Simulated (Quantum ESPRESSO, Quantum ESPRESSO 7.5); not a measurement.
## Hf2CO2 MXene, 1 layer, stepped through the field along the normal

Wanted: a table for Hf2CO2 MXene, 1 layer against the field along the normal, and what can be fitted to it.

Method: plane-wave DFT, PBE, GBRV ultrasoft pseudopotentials (geometry by pw.x at PBE-D3(BJ), GBRV ultrasoft), in Quantum ESPRESSO 7.5.

## Step 1: The starting structure

The cell holds 5 atoms: 2 O, 2 Hf and 1 C. Its edges and angles: a = 3.289 Å, b = 3.289 Å, c = 21.953 Å, α = 90.0°, β = 90.0°, γ = 120.0°. It derives from Hf2CO2. Vacuum lies along c.

Set-up: Cell and atoms are relaxed without a field with a D3(BJ) correction and then held. Sawtooth field with dipole correction, 17 Å of vacuum in the starting cell, Fermi-Dirac smearing of 0.002 Ry; bands along a path at each field.

Members -0.05, 0.1, -0.1, 0.2, -0.2, 0.3 and -0.3 took the same steps and show in the table alone.

## Step 2: Variable-cell relaxation of the reference

What the set-up leaves free in this member is relaxed.

ref.relax.in reads:

```
&control
  prefix = 'ref.relax'
  outdir = './out'
  pseudo_dir = './pseudo'
  nstep = 80
  forc_conv_thr = 0.0004
  calculation = 'vc-relax'
  etot_conv_thr = 1e-06
/
&system
  ibrav = 0
  nat = 5
  ntyp = 3
  ecutwfc = 50
  ecutrho = 250
  vdw_corr = 'grimme-d3'
  dftd3_version = 4
  occupations = 'smearing'
  smearing = 'fd'
  degauss = 0.004
/
&electrons
  conv_thr = 1e-09
  mixing_beta = 0.4
  electron_maxstep = 120
  mixing_mode = 'plain'
/
&ions
/
&cell
  cell_dofree = '2Dxy'
  press_conv_thr = 0.3
/
ATOMIC_SPECIES
  O   15.9990  o_pbe_v1.2.uspp.F.UPF
  Hf  178.4900  hf_pbe_v1.uspp.F.UPF
  C   12.0110  c_pbe_v1.2.uspp.F.UPF
CELL_PARAMETERS angstrom
  3.28900000000000 0.00000000000000 0.00000000000000
  -1.64450000000000 2.84835755304702 0.00000000000000
  0.00000000000000 0.00000000000000 21.95294679561928
ATOMIC_POSITIONS crystal
  O   0.333333333300 0.666666666700 0.387191755127
  Hf  0.666666666700 0.333333333300 0.440884848582
  C   0.000000000000 0.000000000000 0.500000000000
  Hf  0.333333333300 0.666666666700 0.559115151418
  O   0.666666666700 0.333333333300 0.612808244873
K_POINTS automatic
  12 12 1 0 0 0
```

Launch:

```
$ OMP_NUM_THREADS=1 mpirun -n 4 pw.x -nk 4 -in ref.relax.in > ref.relax.out
```

What it wrote:

```text
Program PWSCF v.7.5 starts
[citation notice left out]

     Parallel version (MPI & OpenMP), running on       4 processor cores
     Number of MPI processes:                 4
     Threads/MPI process:                     1

     MPI processes distributed on     1 nodes
[...]
Current dimensions of program PWSCF are:
     Max number of different atomic species (ntypx) = 10
     Max number of k-points (npk) =  40000
     Max angular momentum in pseudopotentials (lmaxx) =  4
     Message from routine setup:
     using ibrav=0 with symmetry is DISCOURAGED, use correct ibrav instead

     K-points division:     npool     =       4
     Subspace diagonalization in iterative solution of the eigenvalue problem:
     a serial algorithm will be used

     G-vector sticks info
     --------------------
     sticks:   dense  smooth     PW     G-vecs:    dense   smooth      PW
     Sum         673     517    163                92789    66043   10897

     Using Slab Decomposition

     bravais-lattice index     =            0
     lattice parameter (alat)  =       6.2153  a.u.
     unit-cell volume          =    1387.8669 (a.u.)^3
     number of atoms/cell      =            5
     number of atomic types    =            3
     number of electrons       =        40.00
     number of Kohn-Sham states=           24
     kinetic-energy cutoff     =      50.0000  Ry
     charge density cutoff     =     250.0000  Ry
     scf convergence threshold =      1.0E-09
     mixing beta               =       0.4000
     number of iterations used =            8  plain     mixing
     energy convergence thresh.=      1.0E-06
     force convergence thresh. =      4.0E-04
     press convergence thresh. =      3.0E-01
     Exchange-correlation= SLA  PW   PBE  PBE
                           (   1   4   3   4   0   0   0)
     nstep                     =           80

     celldm(1)=   6.215309  celldm(2)=   0.000000  celldm(3)=   0.000000
     celldm(4)=   0.000000  celldm(5)=   0.000000  celldm(6)=   0.000000

     crystal axes: (cart. coord. in units of alat)
               a(1) = (   1.000000   0.000000   0.000000 )
               a(2) = (  -0.500000   0.866025   0.000000 )
               a(3) = (   0.000000   0.000000   6.674657 )

     reciprocal axes: (cart. coord. in units 2 pi/alat)
               b(1) = (  1.000000  0.577350 -0.000000 )
               b(2) = (  0.000000  1.154701  0.000000 )
               b(3) = (  0.000000 -0.000000  0.149820 )

     PseudoPot. # 1 for O  read from file:
     ./pseudo/o_pbe_v1.2.uspp.F.UPF
     Pseudo is Ultrasoft + core correction, Zval =  6.0
     Generated by new atomic code, or converted to UPF format
     Using radial grid of  737 points,  5 beta functions with:
                l(1) =   0
                l(2) =   0
                l(3) =   1
                l(4) =   1
                l(5) =   2
     Q(r) pseudized with  8 coefficients,  rinner =    0.900   0.900   0.900
                                                       0.900   0.900

     PseudoPot. # 2 for Hf read from file:
     ./pseudo/hf_pbe_v1.uspp.F.UPF
     Pseudo is Ultrasoft + core correction, Zval = 12.0
     Generated by new atomic code, or converted to UPF format
     Using radial grid of  921 points,  8 beta functions with:
                l(1) =   0
                l(2) =   0
                l(3) =   0
                l(4) =   1
                l(5) =   1
                l(6) =   2
                l(7) =   2
                l(8) =   3
     Q(r) pseudized with  6 coefficients,  rinner =    1.200   1.200   1.200
                                                       1.200   1.200   1.200
                                                       1.200

     PseudoPot. # 3 for C  read from file:
     ./pseudo/c_pbe_v1.2.uspp.F.UPF
     Pseudo is Ultrasoft + core correction, Zval =  4.0
     Generated by new atomic code, or converted to UPF format
     Using radial grid of  721 points,  4 beta functions with:
                l(1) =   0
                l(2) =   0
                l(3) =   1
                l(4) =   1
     Q(r) pseudized with  8 coefficients,  rinner =    1.100   1.100   1.100

     atomic species   valence    mass     pseudopotential
     O                 6.00    15.99900     O ( 1.00)
     Hf               12.00   178.49000     Hf( 1.00)
     C                 4.00    12.01100     C ( 1.00)

     12 Sym. Ops., with inversion, found

   Cartesian axes

     site n.     atom                  positions (alat units)
         1        O      tau(   1) = (  -0.0000000   0.5773503   2.5843721  )
         2        Hf     tau(   2) = (   0.5000000   0.2886751   2.9427551  )
         3        C      tau(   3) = (   0.0000000   0.0000000   3.3373285  )
         4        Hf     tau(   4) = (  -0.0000000   0.5773503   3.7319018  )
         5        O      tau(   5) = (   0.5000000   0.2886751   4.0902848  )

     --------------------------------------------
     DFT-D3 Dispersion Correction (3-body terms):
     --------------------------------------------
       Reference C6 values for interpolation:

         atom   Coordination number   C6
         C          0.000            98.23
         C          0.987            86.49
         C          1.998            58.72
         C          2.999            51.56
         C          3.984            36.41
         O          0.000            31.01
         O          0.993            25.63
         O          1.989            20.74
         Hf         0.000          2882.48
         Hf         1.925          1560.77
         Hf         3.884           841.95

       Values used:

         atom   Coordination number  R0_AB[au]  C6      C8
         O          2.909            2.345     20.74    418.58
         Hf        13.839            4.011    841.95 170130.07
         C          5.934            2.750     36.41   1053.14
         Hf        13.839            4.011    841.95 170130.07
         O          2.909            2.345     20.74    418.58

         Molecular C6 ( Ry / a.u.^6 ) =      5240.66

     number of k points=    19  Fermi-Dirac smearing, width (Ry)=  0.0040
                       cart. coord. in units 2pi/alat
        k(    1) = (   0.0000000   0.0000000   0.0000000), wk =   0.0138889
        k(    2) = (   0.0000000   0.0962250   0.0000000), wk =   0.0833333
        k(    3) = (   0.0000000   0.1924501   0.0000000), wk =   0.0833333
        k(    4) = (   0.0000000   0.2886751   0.0000000), wk =   0.0833333
        k(    5) = (   0.0000000   0.3849002   0.0000000), wk =   0.0833333
[...]
one-electron contribution =   -2265.22868538 Ry
     hartree contribution      =    1135.11575280 Ry
     xc contribution           =    -169.84353647 Ry
     ewald contribution        =     905.38162134 Ry
     DFT-D3 Dispersion         =      -0.06654064 Ry

     convergence has been achieved in  10 iterations

     negative rho (up, down):  2.272E-01 0.000E+00

     Forces acting on atoms (cartesian axes, Ry/au):

     atom    1 type  1   force =    -0.00000000    0.00000000    0.01332217
     atom    2 type  2   force =     0.00000000    0.00000000    0.02103713
     atom    3 type  3   force =     0.00000000    0.00000000    0.00000000
     atom    4 type  2   force =    -0.00000000   -0.00000000   -0.02103713
     atom    5 type  1   force =    -0.00000000   -0.00000000   -0.01332217

     Total force =     0.035215     Total SCF correction =     0.000123

     Computing stress (Cartesian axis) and pressure

     negative rho (up, down):  2.272E-01 0.000E+00
          total   stress  (Ry/bohr**3)                   (kbar)     P=      -10.64
  -0.00002393  -0.00000000   0.00000000           -3.52       -0.00        0.00
  -0.00000000  -0.00002393   0.00000000           -0.00       -3.52        0.00
  -0.00000000  -0.00000000  -0.00016916           -0.00       -0.00      -24.88

     Energy error            =      5.9E-03 Ry
     Gradient error          =      2.1E-02 Ry/Bohr
     Cell gradient error     =      3.5E+00 kbar

     number of scf cycles    =   3
     number of bfgs steps    =   2

     enthalpy           old  =    -394.6354496399 Ry
     enthalpy           new  =    -394.6413896401 Ry

     CASE: enthalpy          _new < enthalpy          _old

     new trust radius        =       0.0208991728 bohr
     new conv_thr            =       0.0000000005 Ry

     new unit-cell volume =   1353.21662 a.u.^3 (   200.52601 Ang^3 )
     density =      3.32056 g/cm^3

CELL_PARAMETERS (angstrom)
   3.247683001  -0.000000000   0.000000000
  -1.623841500   2.812575982   0.000000000
   0.000000000   0.000000000  21.952946796

ATOMIC_POSITIONS (crystal)
O                0.3333333333        0.6666666667        0.3923882803
Hf               0.6666666667        0.3333333333        0.4358804761
C                0.0000000000       -0.0000000000        0.5000000000
Hf               0.3333333333        0.6666666667        0.5641195239
O                0.6666666667        0.3333333333        0.6076117197

[...]
NEW-OLD atomic charge density approx. for the potential
     New effective cutoffs (rho, wfc):  256.32   51.27

     Check: negative core charge=   -0.000005

     negative rho (up, down):  2.285E-01 0.000E+00

     total cpu time spent up to now is       83.2 secs

     per-process dynamical memory:   124.9 Mb

[...]
!    total energy              =    -394.64250238 Ry
[...]
Total force =     0.027982     Total SCF correction =     0.000060
[...]
number of bfgs steps    =   3
[...]
new trust radius        =       0.0229890901 bohr
[...]
!    total energy              =    -394.64342758 Ry
[...]
Total force =     0.018625     Total SCF correction =     0.000063
[...]
number of bfgs steps    =   4
[...]
new trust radius        =       0.0344836351 bohr
[...]
!    total energy              =    -394.64417247 Ry
[...]
Total force =     0.007022     Total SCF correction =     0.000016
[...]
number of bfgs steps    =   5
[...]
new trust radius        =       0.0265679160 bohr
[...]
!    total energy              =    -394.64441094 Ry
[...]
Total force =     0.003890     Total SCF correction =     0.000018
[...]
number of bfgs steps    =   6
[...]
new trust radius        =       0.0109966131 bohr
[...]
!    total energy              =    -394.64450457 Ry
[...]
Total force =     0.003689     Total SCF correction =     0.000001
[...]
number of bfgs steps    =   7
[...]
new trust radius        =       0.0120962744 bohr
[...]
Self-consistent Calculation

     iteration #  1     ecut=    50.00 Ry     beta= 0.40
     Davidson diagonalization with overlap
     ethr =  1.00E-06,  avg # of iterations =  3.0

     Threshold (ethr) on eigenvalues was too large:
     Diagonalizing with lowered threshold

     Davidson diagonalization with overlap
     ethr =  3.02E-08,  avg # of iterations =  4.3

     negative rho (up, down):  2.340E-01 0.000E+00

     total cpu time spent up to now is      199.5 secs

     total energy              =    -394.64457006 Ry
     estimated scf accuracy    <       0.00001208 Ry

[...]
iteration #  9     ecut=    50.00 Ry     beta= 0.40
[...]
negative rho (up, down):  2.340E-01 0.000E+00

[...]
End of self-consistent calculation

          k = 0.0000 0.0000 0.0000 (  8163 PWs)   bands (ev):

   -61.3763 -61.3598 -30.3515 -30.0627 -29.8522 -29.8522 -29.8250 -29.8250
   -18.2864 -18.1847  -9.9916  -5.3428  -4.6867  -4.6867  -4.3440  -4.3440
    -3.9593  -1.1150   0.3073   0.3073   2.6374   2.6374   2.9549   4.3247

          k = 0.0000 0.0972 0.0000 (  8180 PWs)   bands (ev):

   -61.3738 -61.3578 -30.3379 -30.0695 -29.8903 -29.8734 -29.8636 -29.8323
   -18.2362 -18.1471  -9.9875  -5.3049  -4.6872  -4.6204  -4.4290  -4.2989
    -3.8352  -0.9547  -0.2788   0.0591   2.5573   2.9527   3.1082   4.3537

          k = 0.0000 0.1943 0.0000 (  8226 PWs)   bands (ev):

   -61.3671 -61.3526 -30.2998 -30.1202 -30.0090 -29.9541 -29.8936 -29.8530
   -18.1105 -18.0521  -9.9416  -5.2764  -4.6284  -4.4718  -4.4480  -4.1845
    -3.6043  -1.3752  -0.7295  -0.3840   2.1676   3.5309   3.5351   4.3723

          k = 0.0000 0.2915 0.0000 (  8250 PWs)   bands (ev):

   -61.3578 -61.3455 -30.2586 -30.2435 -30.1791 -29.9786 -29.9330 -29.8825
   -17.9650 -17.9403  -9.7879  -5.3353  -4.5413  -4.2419  -4.2273  -4.0501
    -3.6202  -2.1410  -0.8649  -0.7158   1.8403   3.8998   4.0514   4.6941

          k = 0.0000 0.3886 0.0000 (  8278 PWs)   bands (ev):

   -61.3482 -61.3387 -30.4129 -30.3459 -30.1811 -29.9833 -29.9712 -29.9126
   -17.8526 -17.8458  -9.4993  -5.4135  -4.7464  -4.0965  -3.9320  -3.9304
    -3.6934  -2.3611  -1.1390  -0.8494   1.5803   4.0068   4.6221   4.8792

          k = 0.0000 0.4858 0.0000 (  8300 PWs)   bands (ev):

   -61.3409 -61.3341 -30.5284 -30.4607 -30.1291 -29.9986 -29.9900 -29.9348
   -17.7995 -17.7783  -9.1536  -5.7239  -5.0076  -4.0474  -3.8402  -3.6589
    -3.4649  -2.5874  -1.2071  -0.8437   1.3951   3.9562   5.0612   5.2076

[...]
the Fermi energy is     0.7957 ev

!    total energy              =    -394.64457152 Ry
     estimated scf accuracy    <          9.5E-13 Ry
     smearing contrib. (-TS)   =      -0.00000031 Ry
     internal energy E=F+TS    =    -394.64457120 Ry

     The total energy is F=E-TS. E is the sum of the following terms:
     one-electron contribution =   -2299.53959103 Ry
     hartree contribution      =    1152.35267012 Ry
     xc contribution           =    -169.91837435 Ry
     ewald contribution        =     922.52782677 Ry
     DFT-D3 Dispersion         =      -0.06710272 Ry

     convergence has been achieved in   9 iterations

     negative rho (up, down):  2.340E-01 0.000E+00

     Forces acting on atoms (cartesian axes, Ry/au):

     atom    1 type  1   force =     0.00000000    0.00000000   -0.00020617
     atom    2 type  2   force =     0.00000000    0.00000000   -0.00111812
     atom    3 type  3   force =     0.00000000    0.00000000    0.00000000
     atom    4 type  2   force =     0.00000000   -0
```

It took 4.9 min on 4 MPI ranks of Intel Xeon Platinum 8488C (Sapphire Rapids), shared host; peak memory 1.2 GiB; 20 min of CPU time.

Step by step:

```csv
step,energy less that of the first step (eV),largest force (eV/Å),volume (Å³)
1,0.0000,4.5940,205.66
2,-0.8656,1.2662,202.99
3,-0.9465,0.5409,200.97
4,-0.9616,0.4351,200.53
5,-0.9742,0.2698,200.29
6,-0.9843,0.1136,200.26
7,-0.9876,0.0572,200.62
8,-0.9888,0.0659,201.09
9,-0.9898,0.0287,201.75
10,-0.9898,0.0048,201.91
11,-0.9898,0.0003,201.91
12,-0.9900,0.0076,201.91
```

```csv
cell as run,before,after,change
a (Å),3.289,3.259,-0.9 %
b (Å),3.289,3.259,-0.9 %
```

The atoms that moved most (Å, along periodic axes as changes of fractional coordinates times the final cell, across vacuum about the mean position):

```csv
atom,dx,dy,dz,length
O1,0.000,0.000,0.167,0.167
O5,0.000,0.000,-0.167,0.167
Hf4,0.000,0.000,0.078,0.078
Hf2,0.000,0.000,-0.078,0.078
```

 The last row is no step: it is a fresh SCF in the final cell with a new plane-wave basis, -0 meV from the row before.

This step gave:

| Property | Result |
| --- | --- |
| free energy | -5369.4132 eV |
| Fermi energy | 0.7998 eV |

(Continued in part 2 of 4.)

[Logs are printed without paths, hosts, clocks, repeated set-up lines and the standing remarks that a program may print on its own settings, such as how far it seeks lower states.]

[Hosts, paths, dates, database ids (printed as entryN), source tags and the programs' standing remarks are cut or masked in the printed files.]

[Maps of the electrostatic potential energy from Ansatz leave out the sawtooth potential of an applied field or a dipole correction, so their vacuum need not be flat; planar profiles and work functions include it.]
